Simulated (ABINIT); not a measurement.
# Tellurium (P3_121, 3 atoms a cell): one start, several treatments of the self-energy

How much does the gap of Tellurium (P3_121, 3 atoms a cell) depend on the approximation to the self-energy?

Program: ABINIT 10.8.3. Level of theory: PBE and many-body steps on it, plane waves. Results are calculated unless marked as measured.

Most raw output is cut from this account.

The database entry behind the starting cell differs from later determinations by our own check (inner coordinate of an old entry), so it need not match the best structure at ambient conditions.

**1. The structure**

The structure is trigonal, space group P3_121 (No. 152). The conventional cell has a = 4.454 Å, b = 4.454 Å, c = 5.924 Å, α = 90.00°, β = 90.00°, γ = 120.00°. Te has 2 Te at 2.86 Å nearest.

The cell and positions come from the Crystallography Open Database and are kept as given unless a step says otherwise. Spin-orbit coupling is left out unless a step names it.

**2. Empty states on the mesh, 3×3×2 mesh, 265 bands**

This step: ABINIT 10.8.3; DFT, PBE, plane waves, norm-conserving pseudopotentials.

The sums over transitions need many empty states on a uniform mesh; this step solves for them.

File run.abi:

```
acell 3*1.0 Angstrom
rprim 
  4.454000000025 -0.000000000006 0.000000000000
  -2.227000000008 3.857277148481 0.000000000000
  0.000000000000 0.000000000000 5.924000000000
ntypat 1
znucl 52
natom 3
typat 1 1 1
xred 
  0.269000000000 0.000000000000 0.333333333333
  0.000000000000 0.269000000000 0.666666666667
  0.731000000000 0.731000000000 -0.000000000000
pp_dirpath "pseudos"
pseudos "Te.upf"
ecut 34
ngkpt 3 3 2
nshiftk 1
shiftk 0 0 0
kptopt 1
chksymbreak 0
iscf -2
irdden 1
istwfk *1
nband 265
nbdbuf 24
tolwfr 1e-09
nstep 60
prtvol 0
indata_prefix "in"
outdata_prefix "out"
tmpdata_prefix "tmp"
```

Command:

```console
OMP_NUM_THREADS=1 mpirun -n 4 abinit run.abi > log
```

Wall time 2.9 min (4 MPI ranks of Arm Neoverse V1, shared host); peak memory 0.5 GiB.

This step gave:

```yaml
gap: 0.1739 eV
k_of_the_valence_top: 0.3333, 0.3333, 0.5
k_of_the_conduction_bottom: 0.3333, 0.3333, 0.5
least_direct_gap: 0.1739 eV
k_points_computed: 6
lowest_point_of_the_top_converged_band_above_the_valence_top: 85.6495 eV
```

On this mesh the gap is 0.174 eV.

The density comes from a self-consistent run that is not shown.

**3. Screening, 3×3×2 mesh, 241 bands, screening to 152.4 eV**

The RPA dielectric matrix is built and inverted for each q.

This step: RPA screening on PBE, plane waves, norm-conserving pseudopotentials.

run.abi: that of step 2 with these lines changed.

```diff
@@ -21,10 +21,11 @@
 chksymbreak 0
-iscf -2
-irdden 1
 istwfk *1
-nband 265
-nbdbuf 24
-tolwfr 1e-09
-nstep 60
-prtvol 0
+occopt 1
+irdwfk 1
+optdriver 3
+nband 241
+ecuteps 5.6
+inclvkb 2
+awtr 1
+symchi 1
 indata_prefix "in"
```

Wall time 2 min (4 MPI ranks); peak memory 1.5 GiB; 7.4 min of CPU time.

This step gave:

* ε∞ with local fields, on this mesh, along the program's q direction: 1659
* the same without local fields: 2099
* plasma frequency: 25.50 eV
* plane waves in the screening matrix: 449

Local fields lower ε∞ by 21 %. The value itself is an artefact of the mesh, where one narrow direct gap carries too much weight.

**4. G0W0, Godby-Needs plasmon pole**

The self-energy is evaluated for the states that the input lists, and the levels follow from it, in one-shot runs by the linearised quasiparticle equation.

This step: G0W0 on PBE, plane waves, norm-conserving pseudopotentials.

run.abi: that of step 3 with these lines changed.

```diff
@@ -24,8 +24,17 @@
 irdwfk 1
-optdriver 3
+optdriver 4
 nband 241
+gwcalctyp 0
+ecutsigx 34
+symsigma 1
+nkptgw 2
+kptgw 
+  0.3333333333 0.3333333333 0.5000000000
+  0.0000000000 0.0000000000 0.0000000000
+bdgw 
+  23 27
+  22 26
 ecuteps 5.6
-inclvkb 2
-awtr 1
-symchi 1
+irdscr 1
+ppmodel 1
 indata_prefix "in"
```

The job ended after 47 s (4 MPI ranks; peak memory 1.5 GiB; 3 min of CPU time).

Numbers from this step:

```
G0W0 gap on the points computed              : 0.4970 eV
starting gap on the mesh                     : 0.1739 eV
k of the valence top                         : 0.3333, 0.3333, 0.5
k of the conduction bottom                   : 0.3333, 0.3333, 0.5
Z at the valence top                         : 0.784
Z at the conduction bottom                   : 0.786
least direct G0W0 gap on the computed points : 0.4970 eV
```

The gap on the mesh goes from 0.17 eV to 0.50 eV, a correction of +0.32 eV.

**5. G0W0, Hybertsen-Louie plasmon pole**

run.abi: that of step 4 with these lines changed.

```diff
@@ -38,3 +38,3 @@
 irdscr 1
-ppmodel 1
+ppmodel 2
 indata_prefix "in"
```

Wall time 45 s (4 MPI ranks); peak memory 1.4 GiB.

This step gave:

- G0W0 gap on the points computed: 0.4680 eV
- starting gap on the mesh: 0.1739 eV
- k of the valence top: 0.3333, 0.3333, 0.5
- k of the conduction bottom: 0.3333, 0.3333, 0.5
- Z at the valence top: 0.835
- Z at the conduction bottom: 0.836
- least direct G0W0 gap on the computed points: 0.4680 eV

Against G0W0 in ABINIT (3×3×2 mesh, 241 bands, screening to 152.4 eV, Godby-Needs plasmon pole), the gap moves by −0.029 eV.

**6. G0W0, von der Linden-Horsch plasmon pole**

run.abi: that of step 5 with these lines changed.

```diff
@@ -38,3 +38,3 @@
 irdscr 1
-ppmodel 2
+ppmodel 3
 indata_prefix "in"
```

Run time: 20 s. Hardware: 4 MPI ranks; peak memory 1.4 GiB; 74 s of CPU time.

Numbers from this step:

| Property | Result |
| --- | --- |
| G0W0 gap on the points computed | 0.5090 eV |
| starting gap on the mesh | 0.1739 eV |
| k of the valence top | 0.3333, 0.3333, 0.5 |
| k of the conduction bottom | 0.3333, 0.3333, 0.5 |
| least direct G0W0 gap on the computed points | 0.5090 eV |

Against G0W0 in ABINIT (3×3×2 mesh, 241 bands, screening to 152.4 eV, Godby-Needs plasmon pole), the gap moves by +0.012 eV.

**7. G0W0, Engel-Farid plasmon pole**

run.abi: that of step 6 with these lines changed.

```diff
@@ -38,3 +38,3 @@
 irdscr 1
-ppmodel 3
+ppmodel 4
 indata_prefix "in"
```

Wall time 19 s (4 MPI ranks); peak memory 1.4 GiB.

Numbers from this step:

| Quantity | Value |
| --- | --- |
| G0W0 gap on the points computed | 0.4830 eV |
| starting gap on the mesh | 0.1739 eV |
| k of the valence top | 0.3333, 0.3333, 0.5 |
| k of the conduction bottom | 0.3333, 0.3333, 0.5 |
| least direct G0W0 gap on the computed points | 0.4830 eV |

Against G0W0 in ABINIT (3×3×2 mesh, 241 bands, screening to 152.4 eV, Godby-Needs plasmon pole), the gap moves by −0.014 eV.

**8. One-shot Hartree-Fock**

This step: one-shot Hartree-Fock on PBE, plane waves, norm-conserving pseudopotentials.

run.abi: that of step 7 with these lines changed.

```diff
@@ -25,4 +25,4 @@
 optdriver 4
-nband 241
-gwcalctyp 0
+nband 28
+gwcalctyp 5
 ecutsigx 34
@@ -36,5 +36,4 @@
   22 26
-ecuteps 5.6
-irdscr 1
-ppmodel 4
+ixc_sigma 40
+fftgw 31
 indata_prefix "in"
```

It took 3.5 s on 4 MPI ranks; peak memory 0.64 GiB; 11 s of CPU time.

This step gave:

- quasiparticle gap on the points computed: 4.810 eV
- starting gap on the mesh: 0.1739 eV
- k of the valence top: 0.3333, 0.3333, 0.5
- k of the conduction bottom: 0.3333, 0.3333, 0.5
- least direct quasiparticle gap on the computed points: 4.810 eV

Against G0W0 in ABINIT (3×3×2 mesh, 241 bands, screening to 152.4 eV, Godby-Needs plasmon pole), the gap moves by +4.313 eV.

**9. The runs together**

Times are wall times on 4 MPI ranks of Arm Neoverse V1, shared host. The host was busy with other work, so they are no guide to cost. A run's time includes the screening step that it read.

```
                                     run   mesh  bands  screening cutoff (eV)  DFT gap (eV)  gap on the mesh (eV)  direct (eV)  ε∞ used     time
          G0W0, Godby-Needs plasmon pole  3×3×2    241                  152.4         0.174                 0.497        0.497  1658.51  2.8 min
      G0W0, Hybertsen-Louie plasmon pole  3×3×2    241                  152.4         0.174                 0.468        0.468  1658.51  2.7 min
G0W0, von der Linden-Horsch plasmon pole  3×3×2    241                  152.4         0.174                 0.509        0.509  1658.51  2.3 min
          G0W0, Engel-Farid plasmon pole  3×3×2    241                  152.4         0.174                 0.483        0.483  1658.51  2.3 min
                   one-shot Hartree-Fock  3×3×2      -                      -         0.174                 4.810        4.810        -    3.5 s
```

**10. Summary of results**

| Property | Result |
| --- | --- |
| G0W0, Godby-Needs plasmon pole | 0.497 eV |
| G0W0, Hybertsen-Louie plasmon pole | 0.468 eV |
| G0W0, von der Linden-Horsch plasmon pole | 0.509 eV |
| G0W0, Engel-Farid plasmon pole | 0.483 eV |
| one-shot Hartree-Fock | 4.810 eV |
| known limits | not at the basis limit; model gap, bands may invert with spin-orbit coupling; exchange with frozen shells missing; screening runs away on this mesh; no spin-orbit coupling; coarse k mesh |

G0W0, Hybertsen-Louie plasmon pole: −0.029 eV against G0W0, Godby-Needs plasmon pole. G0W0, von der Linden-Horsch plasmon pole: +0.012 eV against G0W0, Godby-Needs plasmon pole. G0W0, Engel-Farid plasmon pole: −0.014 eV against G0W0, Godby-Needs plasmon pole. One-shot Hartree-Fock: +4.313 eV against G0W0, Godby-Needs plasmon pole. Bare exchange alone opens the gap to 4.81 eV; against G0W0, correlation takes back 4.31 eV. Bands and cutoff are finite, so the gap is not at the basis limit. The miss can reach some tenths of an eV and take either sign; the mesh is an error of its own. In the G0W0 runs levels were corrected at 2 k points alone, so a gap called «on the mesh» is the least over those, and an edge elsewhere would be missed. The 3×3×2 mesh is coarse for this cell, which bears on the long-range parts of exchange and screening. With atoms this heavy and so narrow a gap, spin-orbit coupling can invert the bands. These scalar-relativistic gaps are then model values, not to be set against experiment, and a spin-orbit change taken from DFT can't simply be added. The norm-conserving file of at least one element keeps a d shell over frozen s and p shells of the same row. Exchange with those shells is missing from the self-energy, an error of 0.3 to 0.9 eV in cases checked, whose sign depends on which edge lies on those atoms. For the PBE start: On this mesh the RPA ε∞ passes 90, more than nearly any semiconductor shows; a coarse mesh does this where one point with a narrow direct gap carries much weight. The screening is then too strong, and the G0W0 gap should not be taken as the material's.

[Paths, hosts, dates, memory and timing lines, banners, echoed tables and standing remarks are left out of the program output.]

[Logs are printed without paths, hosts, clocks, repeated set-up lines and the standing remarks that a program may print on its own settings, such as how far it seeks lower states.]

[Runs of the session that timed out or met a known fault of the program may be left out.]

[Hosts, paths, dates, database ids (printed as entryN), source tags and the programs' standing remarks are cut or masked in the printed files.]

[G0W0 gaps are taken among the corrected bands and points alone; a level outside them can change the order at an edge.]

[Where Ansatz stands beside ABINIT at settings called matched, ABINIT's density can come from a denser mesh and the files from another edition; pairs whose starting gaps differed by over 0.03 eV were left out, so agreement reads better than it is.]
